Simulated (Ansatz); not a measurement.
# Phonons of Si2Ni (Fm-3m) against volume, part 2 of 3

Aim: how do the optical modes of Si2Ni (Fm-3m) move with volume?

Ansatz 0.2.0; DFT PBEsol, scalar-relativistic, plane waves, PAW; PAW set soft_1.

So far: Starting point; Relaxation.

### 3. Tight relaxation

Phonons need small forces and stress, so the relaxation is finished with tight tolerances on 16×16×16 k points.

The input, input.yaml:

```yaml
crystal:
  lattice:
    - [0.0, 2.6955601038, 2.6955601038]
    - [2.6955601038, 0.0, 2.6955601038]
    - [2.6955601038, 2.6955601038, 0.0]
  atoms:
    - { symbol: Si, position: [0.25, 0.25, 0.25] }
    - { symbol: Si, position: [0.75, 0.75, 0.75] }
    - { symbol: Ni, position: [0.0, 0.0, 0.0] }
kpoints:
  mp_grid: { grid: [16, 16, 16] }
hamiltonian:
  xc: pbesol
  pseudopotentials: { kind: paw, azcp: { folder: soft_1 }, xc_functional: pbe }
scf:
  occupations: { method: methfessel_paxton, width: 0.2 }
output:
  forces: true
  stress: true
  eigenvalues: true
  write_density: true
  write_potential: true
  elf: true
  volumetric_format: npy
relax:
  adjacent_minimum: "off"
  f_tol: 0.001
  max_steps: 60
  cell: { stress_tol: 0.01 }
```

The run is started by

```bash
$ ansatz run input.yaml --threads 4 --pin off --max-ram 10240MiB --backend cpu --events-out ev --progress --plain --runs-dir out
```

Numbers of over 12 decimals in the logs are rounded to 6 here.

Log:

```text
[...]
Crystal: 3 atoms, lattice volume = 39.172 Å³
Basis set: ecut = 420 eV, 749 PW (Γ), exchange–correlation on 54×54×54 points (8 copies of the dense FFT grid, shifted against one another)
Bands: 17, of which v1, the nominal top of the filled ones, is band 13 counted from 1 (12 counted from 0)
Symmetry: 48 space group operations
[...]
k-points: 145 of 4096
[...]
k-point 144: bands = [... 9 lower, 9.4745, 9.6002, 10.0423, 10.8040, 15.5183, 15.5183, 17.8402, 18.4974]
--- Relaxed structure (3 steps of the walk, 3 accepted, 1 SCFs on fresh bases) ---
[...]
cell:  # Å, volume = 39.1387 Å³
    - [0, 2.694794, 2.694794]
    - [2.694794, 0, 2.694794]
    - [2.694794, 2.694794, 0]
  atoms:
    - { symbol: Si, position: [0.25, 0.25, 0.25] }
    - { symbol: Si, position: [0.75, 0.75, 0.75] }
    - { symbol: Ni, position: [0, 0, 0] }
[key lines of the parts left out:]
SCF converged after 6 iterations
Free energy (F): -7049.325919 eV
Fermi energy:    13.274195 eV
P = ⅓ Tr σ = -0.0003 GPa (-0.003 kbar)
```

It took 6.9 s on 4 threads of Arm Neoverse V1, shared host; peak memory 0.41 GiB; 26 s of CPU time.

Little changed from the start: no atom moved by 0.005 Å and no cell edge by 0.1 %.

This step gave:

```yaml
pressure: -3.10e-4 GPa
volume_per_atom: 13.05 Å³
```

ELF in the ac plane of a cell with a along [110], b along [-110] and c along [001] of the cube at fractional y = 0.000, with atoms of Si and Ni within 0.2 Å of it. It is the smooth field of the valence electrons, not physical close to the nuclei.

Ten even steps from '_' (0.02) to '@' (0.91), each cell a mean:
```
%%==::++####**==::==%%**::--**####**----##
--::==####++####==::--::::++##****##++::::
::--**##++==++##**--::::==##**====**##==::
::==**++--==--++++--::--++**========**==--
..::--==========--::....--============::..
____::==******==::______..--++****++--..__
____..--****++--..________::++****==::____
____..==**##**--..________::++****++::____
__..::==++++++==::..____..--++++++==--..__
::--====--==--====--::::==++==------++--::
::==****======****==::--++**++====++##++--
::::++##++==**##++::::::--####==++####--::
++----**##**##**--::++==::==########==::==
@@++::==******==::++@@%%--::++****++::--%%
```
Columns run along a (7.6 Å), rows up along c (5.4 Å), edges of the conventional cell, whose origin can differ from the input's. Atoms in or near the plane, at fractional coordinates: Si at (0.25, 0.25), Si at (0.75, 0.25), Si at (0.25, 0.75), Si at (0.75, 0.75), Ni at (0.00, 0.00), Ni at (0.50, 0.00).

Electrostatic potential energy in the ac plane of a cell with a along [110], b along [-110] and c along [001] of the cube at fractional y = 0.000, with atoms of Si and Ni within 0.2 Å of it. With pseudopotentials it is smooth inside the atoms' cores, unlike the true potential.

Values in eV, 8 rows by 16 columns, each cell a mean:
```
 -1  -6   7   1  -1   7  -1  -4  -1  -6   7   1  -1   7  -1  -4
  8  10  -5 -17 -11 -15   8   9   8  10  -5 -17 -11 -15   8   9
 15  12  -2 -18 -16 -10  10  15  15  12  -2 -18 -16 -10  10  15
 16  15  12   8   6  11  14  15  16  15  12   8   6  11  14  15
 16  14  10   1  -1   7  13  15  16  14  10   1  -1   7  13  15
 15  12  -6 -17 -11 -15   9  14  15  12  -6 -17 -11 -15   9  14
  1   7  -2 -17 -16 -10   7   3   1   7  -2 -17 -16 -10   7   3
  6  -8   8   8   6   9  -3   0   6  -8   8   8   6   9  -3   0
```
Columns run along a (7.6 Å; values clipped at the 3rd and 97th percentile), rows up along c (5.4 Å), edges of the conventional cell, whose origin can differ from the input's. Atoms in or near the plane, at fractional coordinates: Si at (0.25, 0.25), Si at (0.75, 0.25), Si at (0.25, 0.75), Si at (0.75, 0.75), Ni at (0.00, 0.00), Ni at (0.50, 0.00).

Valence density in the ac plane of a cell with a along [110], b along [-110] and c along [001] of the cube at fractional y = 0.000, with atoms of Si and Ni within 0.2 Å of it. It is the smooth field of the valence electrons, not physical close to the nuclei.

Ten steps, logarithmic in the rise over the least value, from '0' (0 e/Å³) to '9' (44 e/Å³), each cell a mean:
```
862111112687411111148
421111111243211111123
111110111111111001111
001100011000010000100
000000000000000000000
000011100000000110000
000001000000000110000
000011100000000110000
000011100000001111000
000100010000000000000
001100011000111001110
211110111122111111112
641111111465211111125
962111112798411111148
```
Columns run along a (7.6 Å), rows up along c (5.4 Å), edges of the conventional cell, whose origin can differ from the input's. Atoms in or near the plane, at fractional coordinates: Si at (0.25, 0.25), Si at (0.75, 0.25), Si at (0.25, 0.75), Si at (0.75, 0.75), Ni at (0.00, 0.00), Ni at (0.50, 0.00).

The forces vanish by symmetry and the pressure is 0.000 GPa, within the tolerances set. The cell now holds 13.05 Å³/atom.

### 4. Modes at rest

The force constants come from the linear response of the density to a displacement.

The modes at rest are the reference of the series.

input.yaml, the sections that differ from step 3:

```yaml
crystal:
  lattice:
    - [0.0, 2.6947936479, 2.6947936479]
    - [2.6947936479, 0.0, 2.6947936479]
    - [2.6947936479, 2.6947936479, 0.0]
  atoms:
    - { symbol: Si, position: [0.25, 0.25, 0.25] }
    - { symbol: Si, position: [0.75, 0.75, 0.75] }
    - { symbol: Ni, position: [0.0, 0.0, 0.0] }
output:
  eigenvalues: true
phonons:
  method: dfpt
# kpoints, hamiltonian, scf: as in step 3
# relax: removed
```

Log:

```text
zone centre: on kpoints.mp_grid the ground state, and the responses unless they are solved on pairs of k-points, stand on 349 of the mesh's 4096 k-points, reduced under 8 symmetry operations, with k and −k counted as one. Each operation leaves every solved displacement unchanged or reverses it
[...]
Crystal: 3 atoms, lattice volume = 39.139 Å³
Basis set: ecut = 420 eV, 749 PW (Γ), exchange–correlation on 54×54×54 points (8 copies of the dense FFT grid, shifted against one another)
Bands: 17, of which v1, the nominal top of the filled ones, is band 13 counted from 1 (12 counted from 0)
Symmetry: 48 space group operations
k-points: 349 of 4096 (irreducible under 8 space group operations, time reversal used)
[...]
SCF iter   1: F=—  HF=-7050.188545 eV  |F-HF|=—  |Δ(HF+E_count)|=         —  Δρ=8.45e-2  dr2=3.75e0  ethr=3.10e-3  ⟨swp⟩=5.3  Hψ=30135  notcnv=0
[...]
SCF iter  11: F=-7049.325919 eV  HF=-7049.325919 eV  |F-HF|=9.09e-13  |Δ(HF+E_count)|=  6.37e-12  S|Δr|=    0.00e0  Δρ=1.45e-7  dr2=7.21e-12  ethr=1.00e-12  ⟨swp⟩=6.2  Hψ=28274  notcnv=0
SCF 1 converged in 11 iterations: F = -7049.325919 eV  dr2 = 7.21e-12
[...]
DFPT response loops at Γ: preconditioner auto → Kerker (q_TF=auto, 2.549 Å⁻¹) (partly filled bands, converged f_vac=0.000); β = 1.00, the filter's whole step (`scf.mixing.beta` (0.50) is not read by the response loops under this deck's `scf.mixing.preconditioner`; to damp them name `kerker` or `kerker_dos`, under which they read `scf.mixing.beta`, and type it under 1.00, their step now; both keys bind the ground state too); Broyden in place of MSR1
SCF converged after 11 iterations
[...]
Free energy (F): -7049.325919 eV
[...]
Internal energy: -7049.325680 eV  (E = F + TS)
E sigma→0 (E₀):  -7049.325859 eV
Entropy (-TS):   -0.000238 eV (-0.079 meV/atom)
Fermi energy:    13.274195 eV
[...]
--- Band table (eV; the first three rows and the last of 349) ---
  k-point 0: bands = [... 9 lower, 9.7000, 13.0531, 15.0073, 15.0073, 15.0073, 15.4789, 15.4789, 15.4789]
  k-point 1: bands = [... 9 lower, 9.6883, 12.9823, 14.2100, 14.6319, 14.6319, 15.8693, 15.8693, 16.4046]
  k-point 2: bands = [... 9 lower, 9.6589, 12.4088, 13.8959, 14.1199, 14.1199, 16.2604, 16.2604, 17.3219]
  k-point 348: bands = [... 9 lower, 9.4745, 9.6002, 10.0423, 10.8040, 15.5183, 15.5183, 17.8402, 18.4974]
--- Phonons (Γ-DFPT): 2 representative perturbations + reference, on 349 of 4096 k-points (Σ response iterations 6) ---
  k mesh reduced under 8 symmetry operations, with k and −k counted as one. Each operation leaves every solved displacement unchanged or reverses it
  ASR residual: 6.606e-5 → 0.000e0 eV/Å²; symmetrization residual: 8.003e-7 eV/Å²
  ASR residual per site (eV/Å²): 2.73e-5 2.73e-5 6.61e-5
  Γ frequencies (cm⁻¹): 0.00 0.00 0.00 310.75 310.75 310.75 329.07 329.07 329.07
  non-analytic LO–TO correction: not included (Born effective charges unavailable; polar crystals: no LO–TO splitting at Γ)
```

Elapsed: 20 s, on 4 threads; peak memory 0.94 GiB; 75 s of CPU time.

The column dr2 measures how far the density is from self-consistency, as an energy; F and HF (Harris–Foulkes) agree once it is small.

This step gave:

| Item | Value |
| --- | --- |
| sum-rule residual before enforcement | 6.61e-5 eV/Å² |
| point group | m-3m |
| highest optical mode at the zone centre (no LO-TO term) | 329.1 cm⁻¹ |
| lowest optical zone-centre mode | 310.8 cm⁻¹ |

Patterns of degenerate modes are one choice out of their space. Modes at Γ, with each element's share of the kinetic energy:

```tsv
mode	frequency (cm⁻¹)	symmetry	Si %	Ni %
1	0.0	acoustic	49	51
2	0.0	acoustic	49	51
3	0.0	acoustic	49	51
4	310.8	T1u	51	49
5	310.8	T1u	51	49
6	310.8	T1u	51	49
7	329.1	T2g	100	0
8	329.1	T2g	100	0
9	329.1	T2g	100	0
```

Displacements in mode 4 (310.8 cm⁻¹), the largest set to 1:
```
Si1 -0.04 -0.91 -1.00
Si2 -0.04 -0.91 -1.00
Ni3  0.04  0.87  0.96
```

Displacements in mode 8 (329.1 cm⁻¹), the largest set to 1:
```
Si1  0.11  1.00 -0.09
Si2 -0.11 -1.00  0.09
Ni3  0.00  0.00  0.00
```

Before it was imposed, the acoustic sum rule was missed by 6.6e-5 eV/Å². Small misses are needed for a sound result but don't prove that mesh and cutoff are converged. The lowest optical mode is real, 311 cm⁻¹.

### 5. Ground state of a member: 1.06 times the volume at rest

The cell is set to 1.06 times the volume at rest; symmetry leaves nothing else free, so this is a single point.

input.yaml, the sections that differ from step 4:

```yaml
crystal:
  lattice:
    - [0.0, 2.7476461572, 2.7476461572]
    - [2.7476461572, 0.0, 2.7476461572]
    - [2.7476461572, 2.7476461572, 0.0]
  atoms:
    - { symbol: Si, position: [0.25, 0.25, 0.25] }
    - { symbol: Si, position: [0.75, 0.75, 0.75] }
    - { symbol: Ni, position: [0.0, 0.0, 0.0] }
output:
  forces: true
  stress: true
  eigenvalues: true
# kpoints, hamiltonian, scf: as in step 4
# phonons: removed
```

Log:

```text
[...]
Crystal: 3 atoms, lattice volume = 41.487 Å³
Basis set: ecut = 420 eV, 869 PW (Γ), exchange–correlation on 54×54×54 points (8 copies of the dense FFT grid, shifted against one another)
Bands: 17, of which v1, the nominal top of the filled ones, is band 13 counted from 1 (12 counted from 0)
Symmetry: 48 space group operations
[...]
k-points: 145 of 4096
[...]
SCF iter   1: F=—  HF=-7050.186986 eV  |F-HF|=—  |Δ(HF+E_count)|=         —  Δρ=9.22e-2  dr2=4.48e0  ethr=3.10e-3  ⟨swp⟩=5.4  Hψ=12473  notcnv=0
[...]
SCF iter  10: F=-7049.263091 eV  HF=-7049.263091 eV  |F-HF|=7.46e-11  |Δ(HF+E_count)|=   1.22e-9  S|Δr|=    0.00e0  Δρ=6.53e-7  dr2=1.08e-10  ethr=4.55e-11  ⟨swp⟩=2.0  Hψ=6820  notcnv=0
SCF 1 converged in 10 iterations: F = -7049.263091 eV  dr2 = 1.08e-10
[...]
SCF converged after 10 iterations
[...]
Free energy (F): -7049.263091 eV
[...]
Internal energy: -7049.261974 eV  (E = F + TS)
E sigma→0 (E₀):  -7049.262812 eV
Entropy (-TS):   -0.001117 eV (-0.372 meV/atom)
Fermi energy:    12.231375 eV
[...]
--- Stress (GPa, compression-positive) ---
       -8.104016      -0.000000       0.000000
        0.000000      -8.104016      -0.000000
       -0.000000      -0.000000      -8.104016
  P = ⅓ Tr σ = -8.1040 GPa (-81.040 kbar)
--- Band table (eV; the first three rows and the last of 145) ---
  k-point 0: bands = [... 9 lower, 9.0190, 11.6089, 13.9329, 13.9329, 13.9329, 14.5691, 14.5691, 14.5691]
  k-point 1: bands = [... 9 lower, 9.0081, 11.6085, 13.2056, 13.6262, 13.6262, 14.8758, 14.8758, 15.3542]
  k-point 2: bands = [... 9 lower, 8.9805, 11.3367, 12.6961, 13.1529, 13.1529, 15.1826, 15.1826, 16.1119]
  k-point 144: bands = [... 9 lower, 8.7720, 8.9022, 9.3238, 10.0155, 14.3875, 14.3875, 16.9019, 17.4167]
```

The job ended after 2 s (4 threads; peak memory 0.39 GiB; 7.3 s of CPU time).

This step gave:

| Quantity | Value |
| --- | --- |
| pressure | -8.104 GPa |
| volume per atom | 13.83 Å³ |

The forces vanish by symmetry, at a pressure of -8.10 GPa.

### 6. Modes of this member: 1.06 times the volume at rest

The zone-centre modes follow for 1.06 times the volume at rest.

input.yaml: that of step 5 with these lines changed.

```diff
@@ -17,4 +17,4 @@
 output:
-  forces: true
-  stress: true
   eigenvalues: true
+phonons:
+  method: dfpt
```

Log:

```text
[...]
Crystal: 3 atoms, lattice volume = 41.487 Å³
Basis set: ecut = 420 eV, 869 PW (Γ), exchange–correlation on 54×54×54 points (8 copies of the dense FFT grid, shifted against one another)
Bands: 17, of which v1, the nominal top of the filled ones, is band 13 counted from 1 (12 counted from 0)
Symmetry: 48 space group operations
k-points: 349 of 4096 (irreducible under 8 space group operations, time reversal used)
[...]
SCF iter   1: F=—  HF=-7050.186961 eV  |F-HF|=—  |Δ(HF+E_count)|=         —  Δρ=9.22e-2  dr2=4.48e0  ethr=3.10e-3  ⟨swp⟩=5.4  Hψ=30111  notcnv=0
[...]
SCF iter  12: F=-7049.263091 eV  HF=-7049.263091 eV  |F-HF|=3.64e-12  |Δ(HF+E_count)|=  6.37e-12  S|Δr|=    0.00e0  Δρ=1.81e-8  dr2=1.08e-13  ethr=1.00e-12  ⟨swp⟩=5.0  Hψ=23692  notcnv=0
SCF 1 converged in 12 iterations: F = -7049.263091 eV  dr2 = 1.08e-13
[...]
SCF converged after 12 iterations
[...]
Free energy (F): -7049.263091 eV
[...]
Internal energy: -7049.261974 eV  (E = F + TS)
E sigma→0 (E₀):  -7049.262812 eV
Entropy (-TS):   -0.001117 eV (-0.372 meV/atom)
Fermi energy:    12.231376 eV
[...]
--- Band table (eV; the first three rows and the last of 349) ---
  k-point 0: bands = [... 9 lower, 9.0190, 11.6089, 13.9329, 13.9329, 13.9329, 14.5691, 14.5691, 14.5691]
  k-point 1: bands = [... 9 lower, 9.0081, 11.6085, 13.2056, 13.6262, 13.6262, 14.8758, 14.8758, 15.3542]
  k-point 2: bands = [... 9 lower, 8.9805, 11.3367, 12.6961, 13.1529, 13.1529, 15.1826, 15.1826, 16.1119]
  k-point 348: bands = [... 9 lower, 8.7720, 8.9022, 9.3238, 10.0155, 14.3875, 14.3875, 16.9019, 17.4167]
[...]
ASR residual: 6.698e-6 → 0.000e0 eV/Å²; symmetrization residual: 1.121e-6 eV/Å²
  ASR residual per site (eV/Å²): 6.70e-6 6.70e-6 2.28e-7
  Γ frequencies (cm⁻¹): 0.00 0.00 0.00 274.20 274.20 274.20 291.27 291.27 291.27
[...]
```

It took 21 s on 4 threads; peak memory 0.98 GiB; 79 s of CPU time.

This step gave:

* sum-rule residual before enforcement: 6.70e-6 eV/Å²
* highest optical mode at the zone centre (no LO-TO term): 291.3 cm⁻¹
* lowest optical zone-centre mode: 274.2 cm⁻¹

Patterns of degenerate modes are one choice out of their space. Modes at Γ, with each element's share of the kinetic energy:

```tsv
mode	frequency (cm⁻¹)	symmetry	Si %	Ni %
1	0.0	acoustic	49	51
2	0.0	acoustic	49	51
3	0.0	acoustic	49	51
4	274.2	T1u	51	49
5	274.2	T1u	51	49
6	274.2	T1u	51	49
7	291.3	T2g	100	0
8	291.3	T2g	100	0
9	291.3	T2g	100	0
```

The lowest optical mode is real, 274 cm⁻¹, and the highest lies at 291.3 cm⁻¹.

Between step 4 and this run (volume ratio 1.06) the value for the highest optical mode at the zone centre (no LO-TO term) moves from 329 cm⁻¹ to 291 cm⁻¹ (-11 %).

(Continued in part 3 of 3.)

[Logs are printed without paths, hosts, clocks, repeated set-up lines and the standing remarks that a program may print on its own settings, such as how far it seeks lower states.]

[Hosts, paths, dates, database ids (printed as entryN), source tags and the programs' standing remarks are cut or masked in the printed files.]
